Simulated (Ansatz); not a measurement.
# Cs3ICl2: complex band structure, part 2 of 3

A new crystal, Cs3ICl2: structure, gap and complex bands. It is built by putting Cs for Na, I for Br in the Na3BrCl2 structure of space group P-3m1, with the volume rescaled by atomic radii. The parent structure comes from the Materials Project.

Ansatz 0.2.0; r2SCAN DFT, plane waves, PAW files (the session's first sound run).

So far. Step 2 (Relaxing the new crystal): The largest force component on a free atom ends at 0.0010 eV/Å.

The structure was built from a prototype and need not be the compound's stable phase.

## 3. Band edges

The energy window and the wavevectors of the next steps follow from the band edges, so these are searched first, off the mesh as well.

File input.yaml:

```yaml
crystal:
  lattice:
    - [5.1225042373, 0.0, 0.0]
    - [-2.5612521187, 4.4362188005, 0.0]
    - [0.0, 0.0, 12.5964228791]
  atoms:
    - { symbol: Cs, position: [0.0, 0.0, 0.5] }
    - { symbol: Cs, position: [0.3333333333, 0.6666666667, 0.1931505538] }
    - { symbol: Cs, position: [0.6666666667, 0.3333333333, 0.8068494462] }
    - { symbol: I, position: [0.0, 0.0, 0.0] }
    - { symbol: Cl, position: [0.3333333333, 0.6666666667, 0.6531950277] }
    - { symbol: Cl, position: [0.6666666667, 0.3333333333, 0.3468049723] }
kpoints:
  mp_grid: { grid: [6, 6, 2] }
  band_path: { path: [VBM, CBM], npoints: 30 }
scf:
  occupations: { method: fixed }
hamiltonian:
  xc: r2scan
output:
  eigenvalues: true
  write_potential: true
  write_density: true
  volumetric_format: npy
  elf: true
```

Command:

```sh
ansatz run input.yaml --threads 2 --pin off --max-ram 4096MiB --backend cpu --events-out ev --progress --plain --runs-dir out
```

Numbers of over 12 decimals in the logs are rounded to 6 here.

Log:

```text
[...]
Crystal: 6 atoms, lattice volume = 286.248 Å³
Basis set: ecut = 500 eV, 7281 PW (Γ), exchange–correlation on 160×160×384 points (64 copies of the dense FFT grid, shifted against one another)
Bands: 35, of which v1, the nominal top of the filled ones, is band 29 counted from 1 (28 counted from 0)
Symmetry: 12 space group operations
[...]
k-points: 14 of 72
[...]
SCF iter   1: F=—  HF=-26765.245700 eV  |F-HF|=—  |Δ(HF+E_count)|=         —  Δρ=2.98e-3  dr2=2.31e-2  dr2_τ=3.08e-3  ethr=1.77e-3  ⟨swp⟩=6.1  Hψ=1793  notcnv=0  defer=49
[...]
SCF iter   6: F=-26765.300679 eV  HF=-26765.300678 eV  |F-HF|=9.43e-8  |Δ(HF+E_count)|=   9.85e-7  Δρ=5.01e-6  dr2=6.84e-8  dr2_τ=3.21e-9  ethr=1.72e-10  ⟨swp⟩=16.1  Hψ=3302  notcnv=0
SCF 1 converged in 6 iterations: F = -26765.300679 eV  dr2 = 6.84e-8
[...]
NSCF: frozen V_eff on 34 k-points
[...]
SCF converged after 6 iterations
Free energy (F): -26765.300679 eV
[...]
Internal energy: -26765.300679 eV  (E = F + TS)
E sigma→0 (E₀):  -26765.300679 eV
Fermi energy:    1.805781 eV
[...]
--- Band table (eV; the first three rows and the last of 14) ---
  k-point 0: bands = [... 25 lower, 0.6313, 1.3754, 1.8058, 1.8058, 6.2270, 7.6721, 7.9698, 8.0068, ... 2 higher]
  k-point 1: bands = [... 25 lower, 0.6389, 1.3344, 1.8034, 1.8034, 6.7585, 6.8327, 7.6782, 8.2071, ... 2 higher]
  k-point 2: bands = [... 25 lower, 0.6509, 1.3872, 1.6363, 1.7717, 6.6843, 7.5550, 7.9048, 7.9978, ... 2 higher]
  k-point 13: bands = [... 25 lower, 0.6689, 1.4076, 1.4076, 1.4658, 7.8430, 7.9699, 8.0506, 8.0506, ... 2 higher]
```

Elapsed: 38 s, on 2 threads of Arm Neoverse V2, shared host; peak memory 1.1 GiB; 74 s of CPU time.

Reading the cycles: dr2 is the Hartree energy of the density residual (eV), the measure of convergence; HF is the Harris–Foulkes estimate of the energy, which meets the free energy F at convergence.

Numbers from this step:

* Fermi energy: 1.806 eV
* gap on the k-mesh: 4.421 eV
* gap on path: 4.421 eV, by band count; negative where bands overlap
* direct gap on path: 4.421 eV
* edge places on path: 0, 0 1/A along the path

Levels at VBM (eV): -7.01, -6.90, -6.90, -6.87, -6.87, -6.87, -6.87, -6.87, -6.83, -1.50, -1.35, -1.35, -1.26, -1.17, -1.17, -0.43, 0.00, 0.00, 4.42, 5.87, 6.16, 6.20, 6.37, 6.37.

Electrostatic potential energy in the ac plane at fractional y = 0.000, with atoms of Cs and I within 0.2 Å of it. With pseudopotentials it is smooth inside the atoms' cores, unlike the true potential.

Values in eV, 24 rows by 14 columns, each cell a mean:
```
  3  -6 -12   1   7   8   8   8   8   7   5  -5 -13   0
-11  -9  -1   5   7   7   7   7   7   7   7   3  -5 -11
  4   5   6   7   7   6   6   6   6   6   7   7   6   5
  7   7   7   7   6   5   4   4   4   5   6   7   7   7
  7   7   7   6   5   4   3   3   4   5   6   7   7   7
  7   7   7   6   6   5   5   4   5   5   6   7   7   7
  7   7   7   7   7   6   6   6   6   7   7   7   7   7
  6   6   7   7   7   7   7   7   7   7   7   7   7   6
  5   5   6   7   7   8   8   8   8   7   7   6   5   5
 -5  -2   2   5   6   7   8   8   8   7   6   4   0  -4
-19 -18 -10   0   5   7   7   7   7   6   3  -4 -15 -19
-18 -19 -18  -5   4   6   7   7   7   5   1 -12 -19 -18
-18 -19 -17  -3   4   6   7   7   7   5   2 -10 -19 -19
-16 -13  -5   3   5   7   7   8   7   6   4   0  -9 -15
  1   2   4   6   7   7   8   8   8   7   6   5   3   1
  6   6   6   7   7   8   8   7   7   7   7   7   6   6
  7   7   7   7   7   7   7   7   7   7   7   7   7   7
  7   7   7   7   6   6   6   6   6   6   7   7   7   7
  7   7   7   6   6   5   4   4   4   5   6   6   7   7
  7   7   7   6   5   4   3   3   4   5   6   7   7   7
  7   7   7   7   6   5   5   4   5   6   6   7   7   7
 -1   2   5   7   7   7   6   6   6   7   7   6   4   0
-10 -12  -6   4   7   8   7   7   7   7   6   0 -11 -11
  8  -1 -13  -1   6   8   8   8   8   7   4  -8 -11   6
```
Columns run along a (5.1 Å; values clipped at the 3rd and 97th percentile), rows up along c (12.6 Å). Atoms in or near the plane, at fractional coordinates: Cs at (0.00, 0.50), I at (0.00, 0.00).

ELF in the ac plane at fractional y = 0.000, with atoms of Cs and I within 0.2 Å of it. It is the smooth field of the valence electrons, not physical close to the nuclei.

Values, 24 rows by 14 columns, each cell a mean:
```
0.27 0.43 0.64 0.76 0.71 0.38 0.05 0.02 0.16 0.56 0.77 0.71 0.56 0.32
0.62 0.68 0.75 0.72 0.46 0.12 0.02 0.01 0.04 0.25 0.61 0.76 0.72 0.65
0.77 0.75 0.64 0.35 0.09 0.04 0.09 0.12 0.06 0.04 0.18 0.50 0.72 0.77
0.53 0.41 0.18 0.04 0.05 0.21 0.44 0.49 0.34 0.12 0.03 0.08 0.29 0.49
0.11 0.05 0.02 0.02 0.11 0.32 0.49 0.52 0.42 0.21 0.05 0.01 0.03 0.08
0.00 0.00 0.00 0.01 0.04 0.10 0.16 0.17 0.13 0.07 0.03 0.01 0.00 0.00
0.00 0.00 0.01 0.02 0.03 0.04 0.06 0.06 0.05 0.04 0.02 0.01 0.00 0.00
0.01 0.01 0.01 0.04 0.12 0.23 0.29 0.31 0.27 0.18 0.08 0.02 0.01 0.01
0.33 0.21 0.06 0.03 0.13 0.37 0.54 0.57 0.48 0.25 0.06 0.03 0.12 0.28
0.82 0.76 0.52 0.17 0.04 0.15 0.37 0.44 0.27 0.08 0.07 0.32 0.66 0.80
0.74 0.85 0.86 0.63 0.17 0.03 0.07 0.11 0.04 0.05 0.37 0.78 0.88 0.80
0.06 0.47 0.86 0.82 0.43 0.04 0.01 0.01 0.01 0.17 0.66 0.88 0.76 0.20
0.27 0.63 0.87 0.79 0.35 0.03 0.02 0.02 0.01 0.12 0.59 0.86 0.82 0.41
0.87 0.88 0.80 0.45 0.09 0.05 0.16 0.22 0.10 0.04 0.22 0.65 0.85 0.88
0.69 0.58 0.30 0.07 0.06 0.25 0.48 0.53 0.39 0.14 0.04 0.15 0.44 0.65
0.13 0.07 0.02 0.03 0.16 0.37 0.50 0.52 0.45 0.28 0.08 0.02 0.03 0.10
0.00 0.00 0.01 0.03 0.07 0.12 0.16 0.17 0.14 0.10 0.05 0.02 0.01 0.00
0.00 0.00 0.00 0.01 0.02 0.04 0.05 0.06 0.05 0.03 0.02 0.01 0.00 0.00
0.01 0.01 0.01 0.02 0.07 0.19 0.29 0.31 0.25 0.13 0.04 0.01 0.01 0.01
0.24 0.14 0.04 0.02 0.10 0.32 0.52 0.57 0.45 0.21 0.05 0.02 0.08 0.20
0.67 0.59 0.35 0.11 0.04 0.12 0.30 0.36 0.22 0.07 0.05 0.20 0.48 0.64
0.75 0.76 0.74 0.54 0.19 0.04 0.03 0.04 0.03 0.08 0.35 0.66 0.76 0.75
0.50 0.60 0.71 0.76 0.60 0.22 0.03 0.01 0.08 0.40 0.71 0.75 0.66 0.54
0.33 0.34 0.61 0.75 0.74 0.44 0.06 0.02 0.19 0.61 0.77 0.70 0.51 0.24
```
Columns run along a (5.1 Å), rows up along c (12.6 Å). Atoms in or near the plane, at fractional coordinates: Cs at (0.00, 0.50), I at (0.00, 0.00).

Valence density in the ac plane at fractional y = 0.000, with atoms of Cs and I within 0.2 Å of it. It is the smooth field of the valence electrons, not physical close to the nuclei.

Ten steps, logarithmic in the rise over the least value, from '0' (0 e/Å³) to '9' (15 e/Å³), each cell a mean:
```
97421000001358
43210000001234
11100000000011
00000000000000
00000011000000
00000000000000
00000000000000
00000000000000
00000000000000
22100000000112
44310000001234
24421000001343
34420000001343
43210000000234
11000000000011
00000001000000
00000000000000
00000000000000
00000011000000
00000011000000
00000000000000
22110000000122
65321000001246
98421000002369
```
Columns run along a (5.1 Å), rows up along c (12.6 Å). Atoms in or near the plane, at fractional coordinates: Cs at (0.00, 0.50), I at (0.00, 0.00).

The searched edges give 4.42 eV, as on the mesh.

## 4. Decaying states in the gap

This step: r2SCAN DFT, plane waves, PAW files; complex bands by layer matching along the plane's normal (Ansatz 0.2.0).

The same crystal is laid in a cell whose first two vectors span the (001) plane (indices of the standard conventional cell, whose axes can be ordered otherwise than in the bulk input). At fixed energy and wavevector in the plane the solver finds all kz, real and complex. A few wavevectors are listed, (0, 0) and (0.5, 0) in units of the plane's reciprocal vectors; the slowest state needn't be among them.

File input.yaml:

```yaml
crystal:
  lattice:
    - [5.122504237, 0.0, 0.0]
    - [2.561252119, 4.4362188, 0.0]
    - [0.0, 0.0, 12.596422879]
  atoms:
    - { symbol: Cs, position: [0.0, 0.0, 0.5] }
    - { symbol: Cs, position: [0.6666666667, 0.6666666667, 0.1931505538] }
    - { symbol: Cs, position: [0.3333333333, 0.3333333333, 0.8068494462] }
    - { symbol: I, position: [0.0, 0.0, 0.0] }
    - { symbol: Cl, position: [0.6666666667, 0.6666666667, 0.6531950277] }
    - { symbol: Cl, position: [0.3333333333, 0.3333333333, 0.3468049723] }
kpoints:
  mp_grid: { grid: [6, 6, 2] }
scf:
  occupations: { method: fixed }
hamiltonian:
  xc: r2scan
output:
  eigenvalues: true
  transmission:
    leads: [[0, 0]]
    kpoints: [[0.0, 0.0], [0.5, 0.0]]
    e_range: [-1.0, 5.42]
    de: 0.11
```

Log:

```text
[...]
Crystal: 6 atoms, lattice volume = 286.248 Å³
Basis set: ecut = 500 eV, 7281 PW (Γ), exchange–correlation on 160×160×384 points (64 copies of the dense FFT grid, shifted against one another)
Bands: 35, of which v1, the nominal top of the filled ones, is band 29 counted from 1 (28 counted from 0)
Symmetry: 12 space group operations
[...]
k-points: 14 of 72
[...]
SCF iter   1: F=—  HF=-26765.245738 eV  |F-HF|=—  |Δ(HF+E_count)|=         —  Δρ=2.98e-3  dr2=2.31e-2  dr2_τ=3.08e-3  ethr=1.77e-3  ⟨swp⟩=6.1  Hψ=1793  notcnv=0  defer=49
[...]
SCF iter   6: F=-26765.300679 eV  HF=-26765.300678 eV  |F-HF|=9.41e-8  |Δ(HF+E_count)|=   9.81e-7  Δρ=5.01e-6  dr2=6.83e-8  dr2_τ=3.25e-9  ethr=1.72e-10  ⟨swp⟩=16.0  Hψ=3288  notcnv=0
SCF 1 converged in 6 iterations: F = -26765.300679 eV  dr2 = 6.83e-8
[...]
transmission: 17 of 34 steps passed
transmission: 34 of 34 steps passed
SCF converged after 6 iterations
Free energy (F): -26765.300679 eV
[...]
Internal energy: -26765.300679 eV  (E = F + TS)
E sigma→0 (E₀):  -26765.300679 eV
Fermi energy:    1.805782 eV
[...]
--- Band table (eV; the first three rows and the last of 14) ---
  k-point 0: bands = [... 25 lower, 0.6313, 1.3754, 1.8058, 1.8058, 6.2270, 7.6721, 7.9698, 8.0068, ... 2 higher]
  k-point 1: bands = [... 25 lower, 0.6389, 1.3344, 1.8034, 1.8034, 6.7585, 6.8327, 7.6782, 8.2071, ... 2 higher]
  k-point 2: bands = [... 25 lower, 0.6509, 1.3872, 1.6363, 1.7717, 6.6843, 7.5550, 7.9048, 7.9978, ... 2 higher]
  k-point 13: bands = [... 25 lower, 0.6689, 1.4076, 1.4076, 1.4658, 7.8430, 7.9699, 8.0506, 8.0506, ... 2 higher]
--- Transmission ---
  basis      : 241 plane waves across, 17 finite elements along
  points     : 2, as listed
  energies   : 59 from -1.000000 to 5.380000 eV about the Fermi level, 0.110000 eV apart; the leads are filled to 2.210628 eV, and channels, transmission and decay are at 2.190000 eV
  crystal 0  : Cs3I1Cl2, at the sites [0, 0], period 12.5964 Å: whole cells are its period
    offset         : up to 0.0000 Å between an atom of the period and one for which it stands
    channels       : 0.000000e0 a spin
    conductance    : none, the energies end too early or step too widely for 300 K: set another output.transmission.e_range or a lower de, or, where they end at an eighth of basis.ecutwfc, a higher one
    slowest decay  : 0.3954 /Å at (0.0000, 0.0000)
```

It took 59 s on 2 threads; peak memory 1.6 GiB.

This step gave:

| Quantity | Value |
| --- | --- |
| level to which the leads are filled | 2.211 eV from the Fermi level |
| decay constant at the filling level, zone centre | 0.3954 Å⁻¹ |
| decay constant at the filling level, slowest listed point | 0.3954 Å⁻¹ |

K parallel (0, 0); values up to 1.43071 1/Å, a degenerate pair printed once or twice; energies at which all values exceed this have no row. Table of Im kz of the slowest decaying states by energy, zero at the highest filled level on the SCF mesh:

```
energy (eV)  decay 1 (Å⁻¹)  decay 2 (Å⁻¹)  decay 3 (Å⁻¹)  decay 4 (Å⁻¹)
     -1.000          0.206          0.387           0.93           1.11
     -0.450          0.481          0.908           1.08              -
     -0.010          0.211          0.324          0.888           1.05
      0.540          0.393          0.562          0.861           1.02
      0.980          0.412          0.615          0.837          0.982
      1.530          0.415          0.647          0.804          0.938
      1.970          0.404          0.657          0.776          0.900
      2.520          0.377          0.658          0.737          0.848
      2.960          0.344          0.651          0.702          0.803
      3.510          0.284          0.634          0.654          0.741
      3.950          0.211          0.610          0.614          0.686
      4.500          0.547          0.581          0.608              -
      5.050          0.468          0.515          0.539              -
```

K parallel (0.5, 0); values up to 1.43071 1/Å, a degenerate pair printed once or twice; energies at which all values exceed this have no row. The Im kz of the slowest decaying states by energy, zero at the highest filled level on the SCF mesh:

```
energy (eV)  decay 1 (Å⁻¹)  decay 2 (Å⁻¹)  decay 3 (Å⁻¹)  decay 4 (Å⁻¹)
      -1.00          0.225          0.342          0.366          0.902
      -0.67          0.246          0.445          0.479          0.887
      -0.34          0.136          0.422          0.479          0.873
      -0.01          0.434          0.472          0.588          0.860
       0.32          0.508          0.615          0.658          0.851
       0.54          0.542          0.664          0.687          0.848
       0.87          0.577          0.715          0.716          0.853
       1.20          0.597          0.731          0.752          0.879
       1.53          0.602          0.738          0.778          0.932
       1.86          0.594          0.738          0.796          0.918
       2.19          0.577          0.733          0.806          0.911
       2.52          0.551          0.721          0.811          0.839
       2.85          0.520          0.705          0.795          0.810
       3.18          0.482          0.683          0.763          0.805
       3.51          0.438          0.657          0.736          0.795
       3.84          0.385          0.626          0.709          0.781
       4.06          0.343          0.604          0.692          0.770
       4.39          0.266          0.567          0.664          0.750
       4.72          0.143          0.525          0.635          0.727
       5.05          0.477          0.603          0.701          0.713
       5.38          0.421          0.567          0.670          0.680
```

At the listed wavevectors the last open channel is at -0.45 eV and the next at +4.50 eV on the grid, wider than the gap, since narrow bands can fall between grid energies. At +2.19 eV, the grid energy nearest the filling level (the middle of the gap on the SCF mesh), the slowest state at the listed wavevectors decays with κ = 0.395 Å⁻¹, its amplitude falling by e over 2.5 Å. Through 1 nm of this crystal that state's transmission falls by exp(−2 × 0.395 Å⁻¹ × 10 Å) = 3.7e-4.

## 5. Decay over the two-dimensional zone

The listed points could miss the slowest state, so one energy near mid-gap is solved on a mesh of 8×8.

Edit input.yaml of step 4 so:

```diff
@@ -20,6 +20,2 @@
   eigenvalues: true
-  transmission:
-    leads: [[0, 0]]
-    kpoints: [[0.0, 0.0], [0.5, 0.0]]
-    e_range: [-1.0, 5.42]
-    de: 0.11
+  transmission: { leads: [[0, 0]], kmesh: [8, 8], e_range: [2.21, 2.22], de: 0.05 }
```

Log:

```text
[...]
Crystal: 6 atoms, lattice volume = 286.248 Å³
Basis set: ecut = 500 eV, 7281 PW (Γ), exchange–correlation on 160×160×384 points (64 copies of the dense FFT grid, shifted against one another)
Bands: 35, of which v1, the nominal top of the filled ones, is band 29 counted from 1 (28 counted from 0)
Symmetry: 12 space group operations
[...]
k-points: 14 of 72
[...]
SCF iter   1: F=—  HF=-26765.245738 eV  |F-HF|=—  |Δ(HF+E_count)|=         —  Δρ=2.98e-3  dr2=2.31e-2  dr2_τ=3.08e-3  ethr=1.77e-3  ⟨swp⟩=6.1  Hψ=1793  notcnv=0  defer=49
[...]
SCF iter   6: F=-26765.300679 eV  HF=-26765.300678 eV  |F-HF|=9.41e-8  |Δ(HF+E_count)|=   9.81e-7  Δρ=5.01e-6  dr2=6.83e-8  dr2_τ=3.25e-9  ethr=1.72e-10  ⟨swp⟩=16.0  Hψ=3288  notcnv=0
SCF 1 converged in 6 iterations: F = -26765.300679 eV  dr2 = 6.83e-8
[...]
transmission: 68 of 170 steps passed
transmission: 136 of 170 steps passed
transmission: 170 of 170 steps passed
SCF converged after 6 iterations
Free energy (F): -26765.300679 eV
[...]
Internal energy: -26765.300679 eV  (E = F + TS)
E sigma→0 (E₀):  -26765.300679 eV
Fermi energy:    1.805782 eV
[...]
--- Band table (eV; the first three rows and the last of 14) ---
  k-point 0: bands = [... 25 lower, 0.6313, 1.3754, 1.8058, 1.8058, 6.2270, 7.6721, 7.9698, 8.0068, ... 2 higher]
  k-point 1: bands = [... 25 lower, 0.6389, 1.3344, 1.8034, 1.8034, 6.7585, 6.8327, 7.6782, 8.2071, ... 2 higher]
  k-point 2: bands = [... 25 lower, 0.6509, 1.3872, 1.6363, 1.7717, 6.6843, 7.5550, 7.9048, 7.9978, ... 2 higher]
  k-point 13: bands = [... 25 lower, 0.6689, 1.4076, 1.4076, 1.4658, 7.8430, 7.9699, 8.0506, 8.0506, ... 2 higher]
--- Transmission ---
  basis      : 241 plane waves across, 17 finite elements along
  points     : 10, standing for a mesh of 8 x 8
  energies   : 1 from 2.210000 to 2.210000 eV about the Fermi level; the leads are filled to 2.210628 eV, and channels, transmission and decay are at 2.210000 eV
  crystal 0  : Cs3I1Cl2, at the sites [0, 0], period 12.5964 Å: whole cells are its period
[...]
channels       : 0.000000e0 a spin
    conductance    : none, crystal 0 has no channel at the energies, or these end too early or step too widely for 300 K: set another output.transmission.e_range or a lower de, or, where they end at an eighth of basis.ecutwfc, a higher one
    slowest decay  : 0.3944 /Å at (0.0000, 0.0000)
```

Run time: 39 s. Hardware: 2 threads; peak memory 1.7 GiB; 78 s of CPU time.

Numbers from this step:

```yaml
least_decay_constant_on_the_mesh: 0.3944 Å⁻¹
```

Slowest decay constant (1/Å; 0 where a channel is open) over k1 and k2. At 2.2100 eV from the Fermi level.

Ten even steps from '0' (0.394) to '9' (0.681):
```
79977777
89874647
77762267
67420247
77622677
87464789
77777799
67876787
```
Columns: k1 (b1) from -0.5 to 0.375; rows upwards: k2 (b2) from -0.5 to 0.375.

The least value on the mesh is 0.394 Å⁻¹ at +2.21 eV. At that energy the listed points give about 0.394 Å⁻¹ by interpolation, so the mesh holds no clearly slower state.

[end of part 2 of 3]

[Logs are printed without paths, hosts, clocks, repeated set-up lines and the standing remarks that a program may print on its own settings, such as how far it seeks lower states.]

[Hosts, paths, dates, database ids (printed as entryN), source tags and the programs' standing remarks are cut or masked in the printed files.]
